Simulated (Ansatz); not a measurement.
# Cu(111) with 4 thermally displaced layers, 2x2: scattering by thermal displacements

How much do lattice vibrations at 180 K scatter the electrons of Cu? Layers with random displacements are laid between perfect leads, and the resistance is followed against their length.

Program: Ansatz 0.2.0. Level of theory: Ansatz plane-wave DFT, PBE, PAW files; ballistic transport by layer matching (Landauer), zero bias; PAW set soft_1. Results are calculated unless marked as measured.

## 1. The starting structure

The cell holds 40 atoms: 40 Cu. Its edges and angles: a = 5.112 Å, b = 5.112 Å, c = 20.923 Å, α = 93.5°, β = 86.5°, γ = 120.0°. It derives from Cu. Regions: lead, 24 atoms (24 Cu); scattering region, 16 atoms (16 Cu). The structure is stacked along c, and the current runs across the ab planes.

## 2. With 4 displaced layers

Each atom of 4 layers is moved at random, by amounts drawn from a normal law 0.062 Å wide in each direction from the Debye model (343 K) at 180 K. The layers about the cell's end stay perfect and serve as the lead. Disorder leaves little or no symmetry, which makes such runs dear. Energies from -0.05 to 0.05 eV in steps of 0.05 eV are too few for the program's thermal sum, so it prints no conductance; for a metal the transmission near the Fermi level serves, at a fraction of the cost.

Input file input.yaml:

```yaml
crystal:
  lattice:
    - [5.1123254594, 0.0, 0.0]
    - [-2.5561627297, 4.4274037203, 0.0]
    - [1.2780813649, -0.73790062, 20.8709812911]
  atoms:
    - { symbol: Cu, position: [0.9916666667, 0.0083333333, 0.05] }
    - { symbol: Cu, position: [0.9916666667, 0.5083333333, 0.05] }
    - { symbol: Cu, position: [0.4916666667, 0.0083333333, 0.05] }
    - { symbol: Cu, position: [0.4916666667, 0.5083333333, 0.05] }
    - { symbol: Cu, position: [0.1416666667, 0.3583333333, 0.15] }
    - { symbol: Cu, position: [0.1416666667, 0.8583333333, 0.15] }
    - { symbol: Cu, position: [0.6416666667, 0.3583333333, 0.15] }
    - { symbol: Cu, position: [0.6416666667, 0.8583333333, 0.15] }
    - { symbol: Cu, position: [0.2916666667, 0.2083333333, 0.25] }
    - { symbol: Cu, position: [0.2916666667, 0.7083333333, 0.25] }
    - { symbol: Cu, position: [0.7916666667, 0.2083333333, 0.25] }
    - { symbol: Cu, position: [0.7916666667, 0.7083333333, 0.25] }
    - { symbol: Cu, position: [0.9509970493, 0.0779839882, 0.3536387143] }
    - { symbol: Cu, position: [0.9336515212, 0.5538989168, 0.3484331123] }
    - { symbol: Cu, position: [0.4478145887, 0.057917952, 0.3522190386] }
    - { symbol: Cu, position: [0.4302779899, 0.5802261789, 0.3497134947] }
    - { symbol: Cu, position: [0.0991505373, 0.4062329071, 0.4488736771] }
    - { symbol: Cu, position: [0.1031580893, 0.9197809262, 0.4493982725] }
    - { symbol: Cu, position: [0.5950462926, 0.4175060438, 0.4474141696] }
    - { symbol: Cu, position: [0.5763963249, 0.9135332788, 0.4480077117] }
    - { symbol: Cu, position: [0.2129051631, 0.2467004071, 0.5486107417] }
    - { symbol: Cu, position: [0.2167243404, 0.7374484891, 0.550108853] }
    - { symbol: Cu, position: [0.7512852801, 0.2546999469, 0.5477907349] }
    - { symbol: Cu, position: [0.7515076148, 0.7682301576, 0.5491086519] }
    - { symbol: Cu, position: [0.9056786719, 0.1228370441, 0.6493851209] }
    - { symbol: Cu, position: [0.8841112708, 0.6133249985, 0.6507354721] }
    - { symbol: Cu, position: [0.3963263728, 0.0900142784, 0.6480343113] }
    - { symbol: Cu, position: [0.3692946577, 0.5841098664, 0.6503756441] }
    - { symbol: Cu, position: [0.0416666667, 0.4583333333, 0.75] }
    - { symbol: Cu, position: [0.0416666667, 0.9583333333, 0.75] }
    - { symbol: Cu, position: [0.5416666667, 0.4583333333, 0.75] }
    - { symbol: Cu, position: [0.5416666667, 0.9583333333, 0.75] }
    - { symbol: Cu, position: [0.1916666667, 0.3083333333, 0.85] }
    - { symbol: Cu, position: [0.1916666667, 0.8083333333, 0.85] }
    - { symbol: Cu, position: [0.6916666667, 0.3083333333, 0.85] }
    - { symbol: Cu, position: [0.6916666667, 0.8083333333, 0.85] }
    - { symbol: Cu, position: [0.8416666667, 0.1583333333, 0.95] }
    - { symbol: Cu, position: [0.8416666667, 0.6583333333, 0.95] }
    - { symbol: Cu, position: [0.3416666667, 0.1583333333, 0.95] }
    - { symbol: Cu, position: [0.3416666667, 0.6583333333, 0.95] }
kpoints:
  mp_grid: { grid: [5, 5, 1] }
hamiltonian:
  xc: pbe
  pseudopotentials: { kind: paw, azcp: { folder: soft_1 } }
scf:
  occupations: { method: fermi_dirac, width: 0.1 }
output:
  transmission:
    leads: [[0, 4]]
    kmesh: [10, 10]
    e_range: [-0.05, 0.05]
    de: 0.05
  write_potential: true
  write_density: true
  volumetric_format: npy
```

Launch:

```sh
$ ansatz run input.yaml --threads 4 --pin off --max-ram 15360MiB --backend cpu --events-out ev --progress --plain --runs-dir out
```

Numbers of over 12 decimals in the logs are rounded to 6 here.

The log of the run:

```text
Engine: ansatz 0.2.0, x86_64-unknown-linux-gnu
Pseudopotentials: kind: paw
Pseudopotential: Cu, paw, valence charge 19, recommended cutoff 420 eV (normal), soft_1/Cu.paw.azcp
Functional definition: PBE
  parameter kappa = 0.804
  parameter beta = 0.066725
  exchange = pbe_x(kappa = kappa, mu = beta*pi^2/3)
  correlation = pbe_c(beta = beta)
Crystal: 40 atoms, lattice volume = 472.401 Å³
Basis set: ecut = 420 eV, 9295 PW (Γ)
Bands: 456, of which v1, the nominal top of the filled ones, is band 380 counted from 1 (379 counted from 0)
Symmetry: 1 space group operations
Space group: P1 (ITA 1), of the structure as read, at distance tolerance 7.8e-5 Å
k-points: 13 of 25 (time reversal used)
Non-local potential: Cu, projectors of the file, l = 0: 3, l = 1: 2, l = 2: 3, l = 3: 1
PAW form: soft (Blöchl's): semilocal exchange-correlation on the pseudo side does not see the compensation charge
PAW one-centre angular grid: Cu, 590 points (default); XC on 64 Gauss nodes
Initial density: superposition of atomic densities (chi_scale 0.1, normalization cell)
Initial wavefunctions: pseudopotential atomic-orbital guess
Functional: x = pbe(κ = 0.804, μ = 0.219515), c = pbe(β = 0.066725)
SCF iter   1: F=—  HF=-265043.393795 eV  |F-HF|=—  |Δ(HF+E_count)|=         —  Δρ=2.68e-1  dr2=2.03e2  ethr=3.10e-3  ⟨swp⟩=5.0  Hψ=18236  notcnv=0  defer=14
preconditioner: auto → Kerker (q_TF=auto, 2.953 Å⁻¹)  [metal: Δε(μ)=0.006 eV  Ē_g=9.120 eV  σ=0.100 eV  W_gap=0.02  n_scr=218 (ndim 8)  ℏωp=35.8 eV  f_vac=0.000  D(μ)=23.43/eV (n_scr^D=228)]
SCF iter   2: F=—  HF=-265013.141045 eV  |F-HF|=—  |Δ(HF+E_count)|=    3.03e1  Δρ=7.36e-2  dr2=1.99e1  ethr=3.10e-3  ⟨swp⟩=2.0  Hψ=11183  notcnv=0  defer=699
SCF iter   3: F=—  HF=-265007.790956 eV  |F-HF|=—  |Δ(HF+E_count)|=    5.35e0  Δρ=4.46e-2  dr2=7.52e0  ethr=2.62e-3  ⟨swp⟩=2.0  Hψ=7039  notcnv=0  defer=701
SCF iter   4: F=—  HF=-265006.423547 eV  |F-HF|=—  |Δ(HF+E_count)|=    1.37e0  Δρ=8.76e-3  dr2=2.20e-1  ethr=9.89e-4  ⟨swp⟩=2.0  Hψ=8205  notcnv=0  defer=701
SCF iter   5: F=—  HF=-265006.761021 eV  |F-HF|=—  |Δ(HF+E_count)|=   3.37e-1  Δρ=2.64e-3  dr2=2.69e-2  ethr=2.90e-5  ⟨swp⟩=2.1  Hψ=9955  notcnv=0  defer=714
SCF iter   6: F=—  HF=-265006.770950 eV  |F-HF|=—  |Δ(HF+E_count)|=   9.93e-3  Δρ=1.29e-3  dr2=7.41e-3  ethr=3.53e-6  ⟨swp⟩=2.0  Hψ=10143  notcnv=0  defer=714
SCF iter   7: F=—  HF=-265006.770851 eV  |F-HF|=—  |Δ(HF+E_count)|=   9.96e-5  Δρ=2.52e-4  dr2=2.33e-4  ethr=9.75e-7  ⟨swp⟩=2.0  Hψ=10043  notcnv=0  defer=714
SCF iter   8: F=—  HF=-265006.770877 eV  |F-HF|=—  |Δ(HF+E_count)|=   2.63e-5  Δρ=8.48e-5  dr2=2.50e-5  ethr=3.06e-8  ⟨swp⟩=1.1  Hψ=5211  notcnv=0  defer=714
SCF iter   9: F=—  HF=-265006.770836 eV  |F-HF|=—  |Δ(HF+E_count)|=   4.06e-5  Δρ=5.86e-5  dr2=2.03e-5  ethr=3.30e-9  ⟨swp⟩=2.0  Hψ=9688  notcnv=0  defer=714
SCF iter  10: F=—  HF=-265006.770835 eV  |F-HF|=—  |Δ(HF+E_count)|=   1.93e-6  Δρ=1.19e-5  dr2=1.71e-6  ethr=2.67e-9  ⟨swp⟩=2.1  Hψ=9451  notcnv=0  defer=714
SCF iter  11: F=—  HF=-265006.770835 eV  |F-HF|=—  |Δ(HF+E_count)|=   1.07e-7  Δρ=2.73e-6  dr2=1.85e-7  ethr=2.25e-10  ⟨swp⟩=1.0  Hψ=5210  notcnv=0  defer=714
SCF iter  12: F=-265006.770835 eV  HF=-265006.770835 eV  |F-HF|=1.28e-8  |Δ(HF+E_count)|=   4.95e-9  Δρ=1.71e-6  dr2=1.39e-8  ethr=1.32e-11  ⟨swp⟩=7.0  Hψ=20400  notcnv=0
SCF 1 converged in 12 iterations: F = -265006.770835 eV  dr2 = 1.39e-8
  greatest PAW one-centre occupation: 1.000 electrons in one spin orbital (limit 2), on the Cu atom at site 23 (counted from 0), in its partial waves of l = 0
transmission: 158 of 1560 steps passed
transmission: 314 of 1560 steps passed
[...]
transmission: 1560 of 1560 steps passed
SCF converged after 12 iterations
Free energy (F): -265006.770835 eV
Harris-Foulkes:  -265006.770835 eV  (|F-HF|=1.28e-8)
Internal energy: -265006.264705 eV  (E = F + TS)
E sigma→0 (E₀):  -265006.517770 eV
Entropy (-TS):   -0.506129 eV (-12.653 meV/atom)
Fermi energy:    16.340532 eV
--- Per-component energies (eV) ---
  E_band       = -14694.900273
  E_kinetic    = 10473.316697
  E_local      = -180432.900824  (includes V_loc(G=0)·N_el)
  E_nonlocal   = 35589.698552
  E_hartree    = 76443.193043
  E_xc         = -2761.585419
  E_vxc        = -3566.033564  (∫ρ·V_xc dr)
  E_paw        = -72594.202392  (= ΣΔE_a)
  E_vpaw       = -29645.452048  (= ΣTr[D̂ρ^β])
  E_aug_tail   = 0.040664  (compensation charges beyond the density's cutoff)
  E_ewald      = -131723.825025
  E_smearing   = -0.506129  (= −TS)
  E_closure    = -0.000000  (closes the sum)
  Σ components = -265006.770835   (vs F -265006.770835, Δ=0.00e0)
--- Band table (eV; the first three rows and the last of 13) ---
  k-point 0: bands = [... 376 lower, 16.2440, 16.6644, 16.6767, 16.6985, 16.7189, 17.0220, 17.0484, 17.2681, ... 72 higher]
  k-point 1: bands = [... 376 lower, 15.9601, 16.0656, 16.1044, 16.2629, 16.4025, 16.4360, 16.4697, 16.5503, ... 72 higher]
  k-point 2: bands = [... 376 lower, 16.1324, 16.1569, 16.1808, 16.2139, 16.2868, 16.3880, 16.5337, 16.6640, ... 72 higher]
  k-point 12: bands = [... 376 lower, 15.3351, 15.9960, 16.0771, 16.3042, 16.3394, 16.6154, 16.8485, 17.6120, ... 72 higher]
--- Transmission ---
  basis      : 199 plane waves across, 30 finite elements along
  points     : 52, standing for a mesh of 10 x 10
  energies   : 3 from -0.050000 to 0.050000 eV about the Fermi level, 0.050000 eV apart; the leads are filled to 0.000000 eV, and channels, transmission and decay are at 0.000000 eV
  crystal 0  : Cu4, at the sites [0, 4], period 2.0871 Å, over 12.52 Å; its Hamiltonian steps by up to 2.0 meV
    offset         : up to 0.0000 Å between an atom of the period and one for which it stands
    channels       : 3.210000e0 a spin
    conductance    : none, the energies end too early or step too widely for 300 K: set another output.transmission.e_range or a lower de, or, where they end at an eighth of basis.ecutwfc, a higher one
  junction   : crystal 0 to crystal 0, 0.70 to 19.48 Å
    transmission   : 3.164428e0 a spin
    conductance    : none, the energies end too early or step too widely for 300 K: set another output.transmission.e_range or a lower de, or, where they end at an eighth of basis.ecutwfc, a higher one
```

Run time: 3.8 min. Hardware: 4 threads of Intel Xeon Platinum 8375C at 2.90GHz (Ice Lake), shared host; peak memory 5 GiB; 15 min of CPU time.

Reading the cycles: dr2 is the Hartree energy of the density residual (eV), the measure of convergence; HF is the Harris–Foulkes estimate of the energy, which meets the free energy F at convergence.

This step gave:

| Property | Result |
| --- | --- |
| free energy | -265006.7708 eV |
| energy at zero smearing | -265006.5178 eV |
| Fermi energy | 16.34 eV |
| cell area | 22.63 Å² |
| transmission per spin nearest the Fermi level | 3.164 |
| open channels per spin nearest the Fermi level | 3.21 |
| step of the lead's potential | 2 meV |

Per spin. The transmission, zone mean stays at 3.16 for energy from -0.05 to 0.05 eV.

Per spin. The open channels, zone mean, lead stays at 3.21 for energy from -0.05 to 0.05 eV.

Transmission over k1 and k2. At 0.0000 eV from the Fermi level.

Ten even steps from '0' (2.83) to '9' (3.93):
```
1911181111
1191181111
1119091111
1111000111
9999010999
1111000111
1111190911
1111181191
1111181119
9111181111
```
Columns: k1 (b1) from -0.5 to 0.4; rows upwards: k2 (b2) from -0.5 to 0.4.

Open channels over k1 and k2. At 0.0000 eV from the Fermi level.

Ten even steps from '_' (3.00) to '@' (4.00):
```
__@@______@@________
____@@____@@________
______@@__@@________
____________________
@@@@@@@@______@@@@@@
____________________
__________@@__@@____
__________@@____@@__
__________@@______@@
@@________@@________
```
Columns: k1 (b1) from -0.5 to 0.4; rows upwards: k2 (b2) from -0.5 to 0.4.

Over the solved energies the transmission per spin lies between 3.16 and 3.17, out of 3.21 channels of the lead on average (up to 3.21).

## 3. With 8 displaced layers

Each atom of 8 layers is moved at random, by amounts drawn from a normal law 0.062 Å wide in each direction from the Debye model (343 K) at 180 K. A fresh draw is used; the growth of the resistance with length is what counts.

System of this step: Cu(111) with 8 thermally displaced layers, 2x2. The cell holds 56 atoms: 56 Cu. Its edges and angles: a = 5.112 Å, b = 5.112 Å, c = 29.257 Å, α = 87.5°, β = 92.5°, γ = 120.0°. It derives from Cu. Regions: lead, 24 atoms (24 Cu); scattering region, 32 atoms (32 Cu). The structure is stacked along c, and the current runs across the ab planes.

Input file input.yaml:

```yaml
crystal:
  lattice:
    - [5.1123254594, 0.0, 0.0]
    - [-2.5561627297, 4.4274037203, 0.0]
    - [-1.2780813649, 0.73790062, 29.2193738075]
  atoms:
    - { symbol: Cu, position: [0.005952381, 0.994047619, 0.0357142857] }
    - { symbol: Cu, position: [0.005952381, 0.494047619, 0.0357142857] }
    - { symbol: Cu, position: [0.505952381, 0.994047619, 0.0357142857] }
    - { symbol: Cu, position: [0.505952381, 0.494047619, 0.0357142857] }
    - { symbol: Cu, position: [0.1845238095, 0.3154761905, 0.1071428571] }
    - { symbol: Cu, position: [0.1845238095, 0.8154761905, 0.1071428571] }
    - { symbol: Cu, position: [0.6845238095, 0.3154761905, 0.1071428571] }
    - { symbol: Cu, position: [0.6845238095, 0.8154761905, 0.1071428571] }
    - { symbol: Cu, position: [0.3630952381, 0.1369047619, 0.1785714286] }
    - { symbol: Cu, position: [0.3630952381, 0.6369047619, 0.1785714286] }
    - { symbol: Cu, position: [0.8630952381, 0.1369047619, 0.1785714286] }
    - { symbol: Cu, position: [0.8630952381, 0.6369047619, 0.1785714286] }
    - { symbol: Cu, position: [0.0433850208, 0.9474959699, 0.252940596] }
    - { symbol: Cu, position: [0.0561715226, 0.4669780912, 0.2508524958] }
    - { symbol: Cu, position: [0.5441477504, 0.9394608916, 0.2513028708] }
    - { symbol: Cu, position: [0.536721602, 0.4334524715, 0.2507364612] }
    - { symbol: Cu, position: [0.2225182511, 0.2908629643, 0.3204968013] }
    - { symbol: Cu, position: [0.2221078515, 0.784873708, 0.3195689842] }
    - { symbol: Cu, position: [0.7269377923, 0.2781176332, 0.3224737094] }
    - { symbol: Cu, position: [0.7217291395, 0.7947608486, 0.3227129205] }
    - { symbol: Cu, position: [0.4015212776, 0.1095959005, 0.3955305732] }
    - { symbol: Cu, position: [0.4098280488, 0.5788390923, 0.3947313097] }
    - { symbol: Cu, position: [0.9034371246, 0.1002319457, 0.3907208161] }
    - { symbol: Cu, position: [0.905423092, 0.5833184381, 0.3940603046] }
    - { symbol: Cu, position: [0.0818624424, 0.9003215752, 0.4636437162] }
    - { symbol: Cu, position: [0.0637457939, 0.4255015637, 0.4674994947] }
    - { symbol: Cu, position: [0.5892700191, 0.8979186858, 0.4630655676] }
    - { symbol: Cu, position: [0.5971235329, 0.4445902703, 0.4651796001] }
    - { symbol: Cu, position: [0.2489769797, 0.248215029, 0.5356790167] }
    - { symbol: Cu, position: [0.2484747374, 0.7336238719, 0.5365361216] }
    - { symbol: Cu, position: [0.7589571764, 0.2428237226, 0.5352438234] }
    - { symbol: Cu, position: [0.7373893688, 0.7368116757, 0.5382745921] }
    - { symbol: Cu, position: [0.4226024858, 0.0448402477, 0.6099747883] }
    - { symbol: Cu, position: [0.4557402659, 0.5949792934, 0.6072755194] }
    - { symbol: Cu, position: [0.9192581516, 0.0447326899, 0.6099522838] }
    - { symbol: Cu, position: [0.9597123895, 0.5542073033, 0.6057696191] }
    - { symbol: Cu, position: [0.1144161049, 0.8753708969, 0.6779972543] }
    - { symbol: Cu, position: [0.11058345, 0.3892060445, 0.6808948331] }
    - { symbol: Cu, position: [0.6196493736, 0.8999232453, 0.6776803477] }
    - { symbol: Cu, position: [0.6015846947, 0.3574702797, 0.6754943742] }
    - { symbol: Cu, position: [0.2973929154, 0.1998627696, 0.7512306853] }
    - { symbol: Cu, position: [0.3077917798, 0.7265656089, 0.7517229131] }
    - { symbol: Cu, position: [0.8029730444, 0.2070162807, 0.7485181114] }
    - { symbol: Cu, position: [0.7789760697, 0.7018975585, 0.7476022964] }
    - { symbol: Cu, position: [0.4702380952, 0.0297619048, 0.8214285714] }
    - { symbol: Cu, position: [0.4702380952, 0.5297619048, 0.8214285714] }
    - { symbol: Cu, position: [0.9702380952, 0.0297619048, 0.8214285714] }
    - { symbol: Cu, position: [0.9702380952, 0.5297619048, 0.8214285714] }
    - { symbol: Cu, position: [0.1488095238, 0.8511904762, 0.8928571429] }
    - { symbol: Cu, position: [0.1488095238, 0.3511904762, 0.8928571429] }
    - { symbol: Cu, position: [0.6488095238, 0.8511904762, 0.8928571429] }
    - { symbol: Cu, position: [0.6488095238, 0.3511904762, 0.8928571429] }
    - { symbol: Cu, position: [0.3273809524, 0.1726190476, 0.9642857143] }
    - { symbol: Cu, position: [0.3273809524, 0.6726190476, 0.9642857143] }
    - { symbol: Cu, position: [0.8273809524, 0.1726190476, 0.9642857143] }
    - { symbol: Cu, position: [0.8273809524, 0.6726190476, 0.9642857143] }
kpoints:
  mp_grid: { grid: [5, 5, 1] }
hamiltonian:
  xc: pbe
  pseudopotentials: { kind: paw, azcp: { folder: soft_1 } }
scf:
  occupations: { method: fermi_dirac, width: 0.1 }
output:
  transmission:
    leads: [[0, 4]]
    kmesh: [10, 10]
    e_range: [-0.05, 0.05]
    de: 0.05
  write_potential: true
  write_density: true
  volumetric_format: npy
```

The log of the run:

```text
[...]
Crystal: 56 atoms, lattice volume = 661.361 Å³
Basis set: ecut = 420 eV, 12983 PW (Γ)
Bands: 639, of which v1, the nominal top of the filled ones, is band 532 counted from 1 (531 counted from 0)
Symmetry: 1 space group operations
[...]
k-points: 13 of 25 (time reversal used)
[...]
SCF iter   1: F=—  HF=-371060.086816 eV  |F-HF|=—  |Δ(HF+E_count)|=         —  Δρ=2.67e-1  dr2=2.82e2  ethr=3.10e-3  ⟨swp⟩=4.9  Hψ=25495  notcnv=0  defer=22
[...]
SCF iter  12: F=-371008.942215 eV  HF=-371008.942215 eV  |F-HF|=5.33e-8  |Δ(HF+E_count)|=   2.75e-8  Δρ=1.94e-6  dr2=5.78e-8  ethr=9.40e-12  ⟨swp⟩=6.1  Hψ=29119  notcnv=0
SCF 1 converged in 12 iterations: F = -371008.942215 eV  dr2 = 5.78e-8
[...]
transmission: 230 of 2288 steps passed
transmission: 458 of 2288 steps passed
[...]
transmission: 2288 of 2288 steps passed
SCF converged after 12 iterations
Free energy (F): -371008.942215 eV
[...]
Internal energy: -371008.226873 eV  (E = F + TS)
E sigma→0 (E₀):  -371008.584544 eV
Entropy (-TS):   -0.715342 eV (-12.774 meV/atom)
Fermi energy:    16.340111 eV
[...]
--- Band table (eV; the first three rows and the last of 13) ---
  k-point 0: bands = [... 528 lower, 16.3169, 16.5989, 16.6490, 16.8580, 16.8802, 16.9106, 16.9372, 17.0729, ... 103 higher]
  k-point 1: bands = [... 528 lower, 16.0828, 16.1972, 16.2240, 16.2542, 16.3175, 16.4121, 16.4446, 16.5185, ... 103 higher]
  k-point 2: bands = [... 528 lower, 16.1270, 16.1500, 16.1891, 16.2771, 16.3149, 16.4244, 16.5811, 16.6079, ... 103 higher]
  k-point 12: bands = [... 528 lower, 15.6306, 15.7225, 16.0233, 16.3867, 16.5230, 16.7591, 16.7827, 16.9764, ... 103 higher]
--- Transmission ---
  basis      : 199 plane waves across, 44 finite elements along
  points     : 52, standing for a mesh of 10 x 10
[...]
channels       : 3.210000e0 a spin
[...]
junction   : crystal 0 to crystal 0, 0.70 to 27.83 Å
    transmission   : 3.116971e0 a spin
[...]
```

The job ended after 7.1 min (4 threads; peak memory 8.5 GiB; 28 min of CPU time).

This step gave:

```
free energy                                   : -371008.9422 eV
energy at zero smearing                       : -371008.5845 eV
transmission per spin nearest the Fermi level : 3.117
step of the lead's potential                  : 2.7 meV
```

Per spin. The transmission, zone mean by energy, zero at the Fermi level:

| energy (eV) | transmission, zone mean |
| --- | --- |
| -0.0500 | 3.11 |
| 0.0000 | 3.12 |
| 0.0500 | 3.12 |

Over the solved energies the transmission per spin lies between 3.11 and 3.12, out of 3.21 channels of the lead on average (up to 3.21).

[end of part 1 of 2]

[Logs are printed without paths, hosts, clocks, repeated set-up lines and the standing remarks that a program may print on its own settings, such as how far it seeks lower states.]

[Hosts, paths, dates, database ids (printed as entryN), source tags and the programs' standing remarks are cut or masked in the printed files.]
